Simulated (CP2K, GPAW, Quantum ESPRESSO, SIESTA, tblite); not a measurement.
# SIESTA runs on (11,0) carbon nanotube bundle (176 atoms)

Wanted: SIESTA inputs and outputs for (11,0) carbon nanotube bundle (176 atoms), checked against a plane-wave reference.

Program: SIESTA 5.4.2. Level of theory: the method is named at each step. Results are calculated unless marked as measured.

### Step 1. Set-up

The cell holds 176 atoms: 176 C. Its edges and angles: a = 11.913 Å, b = 11.913 Å, c = 17.043 Å, α = 90.0°, β = 90.0°, γ = 120.0°. It derives from C (graphene). Graphene sheet (a = 2.46 Å) rolled into a (11,0) tube of diameter 8.61 Å, 4 periods, hexagonal bundle with 3.3 Å between walls; then minimised and run for 3 ps at 600 K (NVT) with a classical potential, last frame taken. Then every atom was moved at random, 0.03 Å r.m.s. a Cartesian component. The structure's axis is c.

The yardstick, on the same geometry:

* method: Kohn-Sham DFT, PBE, SSSP efficiency 1.3.0 pseudopotentials, plane waves (Quantum ESPRESSO 7.5); sssp-pbe-1.3.0-efficiency, cutoffs 45/360 Ry, Γ point
* r.m.s. force component: 2.24 eV/Å
* longest force: 10.73 eV/Å
* pressure: 6.368 GPa
* gap (highest filled to lowest empty level): 0.5747 eV
* time: 7.2 min on 4 MPI ranks of Arm Neoverse V1, shared host
* CPU time: 29 min

### Step 2. PBE, DZP, shift 0.01 Ry, mesh 300 Ry

Method: Kohn-Sham DFT, PBE, PseudoDojo 0.4.1 norm-conserving pseudopotentials (converted to PSML), numerical atomic orbitals (DZP), diagonalisation.

The .psml files are PseudoDojo norm-conserving potentials that we converted to this format, checked against plane waves on the same files for H, C, O, Si, Ge and Ca alone.

Input file input.fdf:

```
SystemLabel cell
NumberOfAtoms 176
NumberOfSpecies 1
%block ChemicalSpeciesLabel
  1 6 C
%endblock ChemicalSpeciesLabel
LatticeConstant 1.0 Ang
%block LatticeVectors
  11.91347 0.00000 0.00000
  -5.95673 10.31736 0.00000
  0.00000 0.00000 17.04338
%endblock LatticeVectors
PAO.BasisSize DZP
PAO.EnergyShift 0.01 Ry
XC.Functional GGA
XC.Authors PBE
MeshCutoff 300 Ry
%block kgrid_Monkhorst_Pack
  1 0 0 0.0
  0 1 0 0.0
  0 0 1 0.0
%endblock kgrid_Monkhorst_Pack
SolutionMethod diagon
OccupationFunction FD
ElectronicTemperature 580 K
SCF.Mixer.Method Pulay
SCF.Mixer.Weight 0.05
SCF.Mixer.History 8
SCF.Mix Hamiltonian
MaxSCFIterations 300
SCF.DM.Tolerance 1e-04
SCF.H.Tolerance 1.0e-3 eV
WriteForces T
Write.HirshfeldPop T
Write.VoronoiPop T
Write.DM F
Write.H F
XML.Write F
AtomicCoordinatesFormat Fractional
%block AtomicCoordinatesAndAtomicSpecies
  0.23007 0.79969 0.07890 1
  0.29193 0.91843 0.04057 1
  0.34586 0.03257 0.07671 1
  0.39396 0.15315 0.03979 1
  0.32042 0.92520 0.20634 1
  0.36423 0.04006 0.15966 1
  0.39999 0.26231 0.08151 1
  0.36921 0.34179 0.04135 1
  0.39776 0.15274 0.20153 1
  0.41975 0.27313 0.16510 1
  0.30503 0.39801 0.08612 1
  0.21417 0.40532 0.04253 1
  0.39141 0.35792 0.20579 1
  0.30914 0.39284 0.16333 1
  0.10951 0.39682 0.07999 1
  0.99560 0.35395 0.04045 1
  0.22229 0.42295 0.20750 1
  0.11479 0.40812 0.16223 1
  0.87863 0.27637 0.08856 1
  0.76385 0.19492 0.04626 1
  0.99121 0.34642 0.20941 1
  0.87675 0.26676 0.17023 1
  0.67887 0.07506 0.08287 1
  0.61180 0.95260 0.04126 1
  0.76819 0.18292 0.21114 1
  0.66423 0.06882 0.16637 1
  0.58093 0.83638 0.08846 1
  0.59864 0.74860 0.04112 1
  0.59216 0.94786 0.20715 1
  0.57613 0.83368 0.16888 1
  0.64624 0.68183 0.08186 1
  0.69856 0.61492 0.04130 1
  0.58843 0.74368 0.20968 1
  0.63887 0.67957 0.16717 1
  0.78682 0.58326 0.08490 1
  0.89494 0.59017 0.03677 1
  0.71548 0.63455 0.21156 1
  0.78971 0.58984 0.16517 1
  0.01541 0.62875 0.08218 1
  0.12948 0.69769 0.04079 1
  0.89233 0.60801 0.20702 1
  0.00832 0.63155 0.16330 1
  0.12843 0.70583 0.20491 1
  0.23547 0.80409 0.15616 1
  0.22844 0.81227 0.33082 1
  0.30705 0.92413 0.28815 1
  0.35942 0.03352 0.32531 1
  0.38139 0.15635 0.28554 1
  0.31378 0.92535 0.45311 1
  0.36091 0.03848 0.41367 1
  0.39775 0.26106 0.33232 1
  0.37535 0.35063 0.29307 1
  0.41264 0.15706 0.45559 1
  0.41950 0.26102 0.41465 1
  0.31392 0.40218 0.33303 1
  0.22445 0.42317 0.28965 1
[... 116 atom lines left out ...]
  0.89703 0.58592 0.95400 1
  0.00823 0.61981 0.91590 1
  0.14210 0.69468 0.95944 1
  0.23234 0.81546 0.91603 1
%endblock AtomicCoordinatesAndAtomicSpecies
```

On the command line:

```bash
> OMP_NUM_THREADS=1 mpirun -np 4 siesta < input.fdf > output.txt
```

Log:

```text
Version         : 5.4.2
reinit: System Name:
reinit: System Label: cell
initatom: Reading input for the pseudopotentials and atomic orbitals ----------
Species number:   1 Atomic number:    6 Label: C
Ground state valence configuration (from tables):   2s02  2p02  3d00  4f00
---- Processing specs for species: C
GGA--PBE XC_GGA_X_PBE--XC_GGA_C_PBE pb
C pseudopotential only contains V_ls up to l=1 -- lmxkb reset.
Using PAO.SplitTailNorm
%block ChemicalSpeciesLabel
    1    6 C                       # Species index, atomic number, species label
%endblock ChemicalSpeciesLabel
%block PAO.Basis                 # Define Basis set
C                     2                    # Species label, number of l-shells
 n=2   0   2                         # n, l, Nzeta
   4.484      3.048
   1.000      1.000
 n=2   1   2 P   1                   # n, l, Nzeta, Polarization, NzetaPol
   5.436      3.692
   1.000      1.000
%endblock PAO.Basis
coor:   Atomic-coordinates input format  =     Fractional
siesta: System type = bulk
initatomlists: Number of atoms, orbitals, and projectors:    176  2288  1408
siesta: ******************** Simulation parameters ****************************
Total number of electrons:   704.000000
Total ionic charge:   704.000000
 Kpoints in:            1 . Kpoints trimmed:            1
siesta: k-grid: Number of k-points = 1
siesta: k-points from Monkhorst-Pack grid
siesta: k-cutoff (effective) =     5.957 Ang
siesta: k-point supercell and displacements
siesta: k-grid:     1     0     0      0.000
siesta: k-grid:     0     1     0      0.000
siesta: k-grid:     0     0     1      0.000
                     ====================================
                        Single-point calculation
                     ====================================
outcell: Unit cell vectors (Ang):
       11.913470    0.000000    0.000000
       -5.956730   10.317360    0.000000
        0.000000    0.000000   17.043380
outcell: Cell vector modules (Ang)   :   11.913470   11.913461   17.043380
outcell: Cell angles (23,13,12) (deg):     90.0000     90.0000    120.0000
outcell: Cell volume (Ang**3)        :   2094.8966
Gamma-point calculation with multiply-connected orbital pairs
Gamma-point calculation with multiply-connected orbital pairs
Folding of H and S implicitly performed
Folding of H and S implicitly performed
new_DM -- step:     1
Initializing Density Matrix...
Attempting to read DM from file... Failed...
DM filled with atomic data:
InitMesh: MESH = 108 x 108 x 180 = 2099520
InitMesh: Mesh cutoff (required, used) =   300.000   302.839 Ry
stepf: Fermi-Dirac step function
        iscf     Eharris(eV)        E_KS(eV)     FreeEng(eV)     dDmax    Ef(eV) dHmax(eV)
   scf:    1   -28551.789394   -28735.340884   -28735.346693  1.895741 -5.533588  4.805190
   scf:    2   -28739.981531   -28737.698129   -28737.703907  0.008416 -5.456098  4.186387
   scf:    3   -28753.286212   -28747.625373   -28747.631464  0.076221 -4.813437  2.476339
   scf:    4   -28750.086004   -28749.027931   -28749.034139  0.027699 -4.562774  1.048803
   scf:    5   -28749.949227   -28749.579025   -28749.585003  0.015989 -4.404702  0.427336
   scf:    6   -28749.740326   -28749.674895   -28749.680794  0.005602 -4.436038  0.216787
   scf:    7   -28749.740694   -28749.716392   -28749.722254  0.001514 -4.432351  0.073722
   scf:    8   -28749.721167   -28749.719711   -28749.725585  0.001313 -4.442429  0.049157
   scf:    9   -28749.725178   -28749.722596   -28749.728477  0.000852 -4.435590  0.019548
   scf:   10   -28749.724707   -28749.723748   -28749.729635  0.000561 -4.441039  0.013283
   scf:   11   -28749.725119   -28749.724476   -28749.730367  0.000584 -4.441681  0.007941
   scf:   12   -28749.724599   -28749.724541   -28749.730432  0.000159 -4.443783  0.005094
   scf:   13   -28749.724605   -28749.724574   -28749.730466  0.000069 -4.444326  0.004141
   scf:   14   -28749.724644   -28749.724610   -28749.730504  0.000104 -4.444920  0.002859
   scf:   15   -28749.724643   -28749.724628   -28749.730522  0.000073 -4.445417  0.001570
   scf:   16   -28749.724638   -28749.724634   -28749.730528  0.000041 -4.445695  0.001077
   scf:   17   -28749.724636   -28749.724635   -28749.730529  0.000010 -4.445772  0.000793
SCF Convergence by DM+H criterion
max |DM_out - DM_in|         :     0.0000098578
max |H_out - H_in|      (eV) :     0.0007926000
SCF cycle converged after 17 iterations
Using DM_out to compute the final energy and forces
siesta: E_KS(eV) =           -28749.7246
siesta: E_KS - E_eggbox =    -28749.7246
siesta: Atomic forces (eV/Ang):
     1    0.595698    1.106440   -1.137078
     2    1.084460   -0.907331    1.109584
     3    1.215597    3.397663    4.558089
     4   -0.646872    1.277444    3.562781
     5   -1.384835   -2.021851   -4.417805
     6    0.155400   -1.468848    1.507672
     7    2.733251   -1.229764    1.772920
     8   -0.969758    2.397211    0.291322
     9   -1.245994    3.736857    1.970039
    10    0.059877   -2.430163   -1.570525
    11    4.057284   -1.111653   -4.337167
    12   -0.651650    1.419497   -3.253637
[...]
172   -0.486113    0.199668    2.064998
   173   -4.570968    0.113358    2.277040
   174    5.638213    2.127666   -2.464520
   175   -3.774953    0.061717   -3.316254
   176    0.625063   -2.381353    0.649647
----------------------------------------
   Tot    0.000206   -0.004769    0.001495
----------------------------------------
   Max    9.211096
   Res    2.476032    sqrt( Sum f_i^2 / 3N )
----------------------------------------
   Max    9.211096    constrained
Stress tensor Voigt[x,y,z,yz,xz,xy] (kbar):     -123.72     -109.82     -157.12       -0.14       -5.75       -2.21
(Free)E + p*V (eV/cell)   -28579.4628
Target enthalpy (eV/cell)   -28749.7305
siesta: Program's energy decomposition (eV):
siesta: Ebs     =     -9657.620272
siesta: Eions   =     49660.462379
siesta: Ena     =     13048.752640
siesta: Ekin    =     19839.024459
siesta: Enl     =     -1002.915331
siesta: DEna    =      -733.832377
siesta: DUscf   =        52.318708
siesta: Ex      =     -9392.793923
siesta: Ec      =      -899.816432
siesta: Exc     =    -10292.610354
siesta: Eharris =    -28749.724636
siesta: Etot    =    -28749.724635
siesta: FreeEng =    -28749.730529
siesta: Final energy (eV):
siesta:  Band Struct. =   -9657.620272
siesta:       Kinetic =   19839.024459
siesta:       Hartree =   19915.880276
siesta:         Exch. =   -9392.793923
siesta:         Corr. =    -899.816432
siesta:   Exch.-corr. =  -10292.610354
siesta:  Ion-electron =  -58059.802618
siesta:       Ion-ion =    -152.216398
siesta:         Total =  -28749.724635
siesta:         Fermi =      -4.445772
siesta: Stress tensor (static) (eV/Ang**3):
siesta:    -0.077221   -0.001377   -0.003592
siesta:    -0.001377   -0.068545   -0.000086
siesta:    -0.003592   -0.000086   -0.098066
siesta: Cell volume =       2094.896577 Ang**3
siesta: Pressure (static):
siesta:                Solid            Molecule  Units
siesta:           0.00088522          0.00201483  Ry/Bohr**3
siesta:           0.08127741          0.18499330  eV/Ang**3
siesta:         130.22075999        296.39194249  kBar
    Orbital volume contribution        =          66.827601 eV
    (Free)E + p_basis*V_orbitals       =      -28682.902929 eV
    (Free)Eharris+ p_basis*V_orbitals  =      -28682.902929 eV
Hirshfeld Atomic Populations:
Atom #   charge [q] valence [e]  Species
     1    -0.004806    4.004806  C
     2     0.000243    3.999757  C
     3     0.003456    3.996544  C
     4    -0.001346    4.001346  C
     5     0.006033    3.993967  C
     6    -0.003351    4.003351  C
     7     0.004350    3.995650  C
     8     0.002450    3.997550  C
     9    -0.001761    4.001761  C
    10    -0.004065    4.004065  C
    11    -0.004919    4.004919  C
    12     0.001784    3.998216  C
[...]
--------------------
 Total    -0.000049
Voronoi Atomic Populations:
Atom #   charge [q] valence [e]  Species
[...]
172    -0.008150    4.008150  C
   173    -0.025007    4.025007  C
   174     0.013170    3.986830  C
   175    -0.016628    4.016628  C
   176     0.015325    3.984675  C
--------------------
 Total    -0.000048
```

Elapsed: 2.1 min, on 4 MPI ranks of Arm Neoverse V1, shared host; peak memory 2.3 GiB.

Banners, paths, timers and routine set-up lines are dropped from the logs unmarked, and long logs keep their key lines alone; longer cuts are marked.

Against the reference:

* r.m.s. force component: 2.476 eV/Å
* r.m.s. difference of force components: 319.2 meV/Å
* longest difference of force vectors: 1407 meV/Å
* force difference over r.m.s. force: 14.25 %
* slope of forces against the reference's: 1.101
* correlation of force components: 0.9958
* gap (highest filled to lowest empty level): 0.5757 eV
* gap difference: 0.001 eV
* pressure: 13.02 GPa
* pressure difference: 6.654 GPa

This run lies far from the reference in forces at the same functional.

Levels nearest the highest filled one (eV from it): -1.58, -1.54, -1.44, -1.39, -1.33, -1.22, -1.17, -0.97, -0.62, -0.31, -0.05, 0.00, 0.58, 0.66, 0.71, 0.80, 1.01, 1.13, 1.29, 1.42, 1.52, 1.69, 1.73, 1.76.

The surroundings of C110, which bears the longest force, nearest first, numbered as they follow in the input and with coordinates relative to it.

| atom | x | y | z | distance (Å) | bonds | Hirshfeld charge (e) | Fx | Fy | Fz (eV/Å) |
| --- | --- | --- | --- | --- | --- | --- | --- | --- | --- |
| C110 | 0.00 | 0.00 | 0.00 | 0.00 | 3 | 0.00 | 6.13 | 8.09 | -6.53 |
| C113 | -0.66 | -0.79 | 0.75 | 1.28 | 3 | -0.01 | -5.30 | -6.84 | 1.58 |
| C109 | 1.04 | 0.80 | 0.62 | 1.45 | 3 | 0.00 | -2.42 | -0.97 | 3.66 |
| C107 | 0.05 | 0.15 | -1.55 | 1.56 | 3 | 0.00 | -6.07 | -4.70 | 5.60 |
| C114 | -1.11 | -1.98 | -0.01 | 2.27 | 3 | 0.01 | -0.86 | 0.68 | -3.24 |
| C152 | -0.67 | -0.81 | 2.17 | 2.41 | 3 | 0.01 | -0.31 | 0.53 | -0.49 |
| C106 | 2.18 | 1.17 | -0.06 | 2.47 | 3 | 0.00 | -1.94 | 0.94 | -3.02 |
| C108 | -0.74 | -0.82 | -2.25 | 2.51 | 3 | 0.00 | 1.30 | -0.18 | -2.30 |
| C148 | 1.02 | 0.88 | 2.13 | 2.52 | 3 | 0.00 | 0.06 | 0.37 | -2.86 |
| C104 | 0.94 | 0.86 | -2.18 | 2.52 | 3 | 0.00 | 3.47 | 2.64 | -4.76 |

Forces lie 14 % from the reference's, at 0.29 times its CPU time.

### Step 3. PBE, DZ, shift 0.01 Ry, mesh 300 Ry

Method: Kohn-Sham DFT, PBE, PseudoDojo 0.4.1 norm-conserving pseudopotentials (converted to PSML), numerical atomic orbitals (DZ), diagonalisation.

Edit input.fdf of step 2 so:

```diff
@@ -12,3 +12,3 @@
 %endblock LatticeVectors
-PAO.BasisSize DZP
+PAO.BasisSize DZ
 PAO.EnergyShift 0.01 Ry
```

On the command line:

```bash
> OMP_NUM_THREADS=1 mpirun -np 2 siesta < input.fdf > output.txt
```

Log:

```text
Version         : 5.4.2
reinit: System Name:
reinit: System Label: cell
initatom: Reading input for the pseudopotentials and atomic orbitals ----------
Species number:   1 Atomic number:    6 Label: C
Ground state valence configuration (from tables):   2s02  2p02  3d00  4f00
---- Processing specs for species: C
GGA--PBE XC_GGA_X_PBE--XC_GGA_C_PBE pb
[... lines left out ...]
        iscf     Eharris(eV)        E_KS(eV)     FreeEng(eV)     dDmax    Ef(eV) dHmax(eV)
[... lines left out ...]
SCF Convergence by DM+H criterion
[... lines left out ...]
SCF cycle converged after 16 iterations
[... lines left out ...]
   Max    9.468312
[... lines left out ...]
   Max    9.468312    constrained
Stress tensor Voigt[x,y,z,yz,xz,xy] (kbar):     -131.69     -117.75     -156.29       -0.12       -5.99       -2.73
[... lines left out ...]
siesta: FreeEng =    -28719.067125
[... lines left out ...]
siesta:         Fermi =      -4.223283
[... lines left out ...]
siesta:    -0.001707   -0.073496   -0.000074
siesta:    -0.003740   -0.000074   -0.097546
siesta: Cell volume =       2094.896577 Ang**3
siesta: Pressure (static):
siesta:                Solid            Molecule  Units
siesta:           0.00091937          0.00207805  Ry/Bohr**3
siesta:           0.08441305          0.19079742  eV/Ang**3
siesta:         135.24462070        305.69116085  kBar
    Orbital volume contribution        =          44.925020 eV
    (Free)E + p_basis*V_orbitals       =      -28674.142105 eV
    (Free)Eharris+ p_basis*V_orbitals  =      -28674.142106 eV
Hirshfeld Atomic Populations:
Atom #   charge [q] valence [e]  Species
     1    -0.002408    4.002408  C
     2     0.001502    3.998498  C
     3     0.002699    3.997301  C
[...]
--------------------
 Total    -0.000015
Voronoi Atomic Populations:
Atom #   charge [q] valence [e]  Species
[...]
175    -0.015198    4.015198  C
   176     0.012214    3.987786  C
--------------------
 Total    -0.000014
```

Wall time 80 s (2 MPI ranks); peak memory 1.1 GiB.

Compared with the plane-wave run:

| Item | Value |
| --- | --- |
| r.m.s. force component | 2.574 eV/Å |
| r.m.s. difference of force components | 381.2 meV/Å |
| longest difference of force vectors | 1829 meV/Å |
| force difference over r.m.s. force | 17.01 % |
| slope of forces against the reference's | 1.145 |
| correlation of force components | 0.997 |
| gap (highest filled to lowest empty level) | 0.6474 eV |
| gap difference | 0.0727 eV |
| pressure | 13.52 GPa |
| pressure difference | 7.156 GPa |

This is a coarse setting, run to see what it loses.

Against the first run (14 %), the force difference from the reference is 17 %, at 0.32 times the CPU time (on 2 against 4 cores), with 1408 basis functions against 2288: the smaller basis costs accuracy.

### Step 4. The ladder

Differences are against the plane-wave reference, forces as r.m.s. over components; share is that over the reference's r.m.s. force, slope the least-squares factor from reference forces to these. Total energies of different programs have different zeros and aren't compared.

| run | Δ force, r.m.s. (meV/Å) | share (%) | slope | Δ pressure (GPa) | Δ gap (eV) | cores | CPU time | memory (GiB) |
| --- | --- | --- | --- | --- | --- | --- | --- | --- |
| reference | - | - | - | - | - | 4 | 29 min | 8.4 |
| SIESTA PBE, DZP, shift 0.01 Ry, mesh 300 Ry | 319 | 14.2 | 1.101 | 6.65 | 0.001 | 4 | 8.3 min | 2.3 |
| SIESTA PBE, DZ, shift 0.01 Ry, mesh 300 Ry (coarse) | 381 | 17.0 | 1.145 | 7.16 | 0.0727 | 2 | 2.7 min | 1.1 |

Rows marked coarse were listed beforehand as settings not expected to be converged; some can still land near the reference.

CPU time is summed over cores on a shared host, where runs went side by side, so it is rough. Symmetry, cutoffs, thresholds, outputs and thread counts weren't matched or tuned between programs; memory under MPI is the largest rank's times the ranks.

### Step 5. What came out

```
nearest in forces : SIESTA PBE, DZP, shift 0.01 Ry, mesh 300 Ry, 14 %
its CPU time      : 8.3 min
```

The PBE run in local orbitals, coarse settings apart, differs by 14 % (SIESTA PBE, DZP, shift 0.01 Ry, mesh 300 Ry); basis, grid and potentials can all enter. Runs with settings chosen to be coarse differ by 17 % (SIESTA PBE, DZ, shift 0.01 Ry, mesh 300 Ry), their programs' other errors included. Of the electronic-structure runs that take under half the reference's CPU time, SIESTA PBE, DZP, shift 0.01 Ry, mesh 300 Ry comes nearest, at 14 % in 8.3 min against 29 min; its pressure misses by +6.7 GPa. SIESTA PBE, DZ, shift 0.01 Ry, mesh 300 Ry stiffens the forces by a factor of 1.15 while following their directions (correlation 0.997); the slopes of the 2 SIESTA runs lie between 1.10 and 1.15. At the same functional, gaps differ from the reference's 0.575 eV by between +0.00 and +0.07 eV. These are spacings on the run's k-points, which needn't hold the band edges. In pressure, SIESTA PBE, DZ, shift 0.01 Ry, mesh 300 Ry misses by +7.2 GPa, at the same functional. The reference's pressure holds the uncorrected Pulay stress of its 45 Ry basis, so small pressure differences, and their order, may be the reference's own error. The reference's pressure of 6.4 GPa belongs to a cell and atoms that aren't relaxed at this level. The electronic-structure runs sample only Γ, in a cell whose shortest periodic width is 10 Å.

[Also dropped from logs without a mark: logging warnings of Python, and SIESTA's first energy breakdown and zero terms.]

[Logs are printed without paths, hosts, clocks, repeated set-up lines and the standing remarks that a program may print on its own settings, such as how far it seeks lower states.]

[Hosts, paths, dates, database ids (printed as entryN), source tags and the programs' standing remarks are cut or masked in the printed files.]
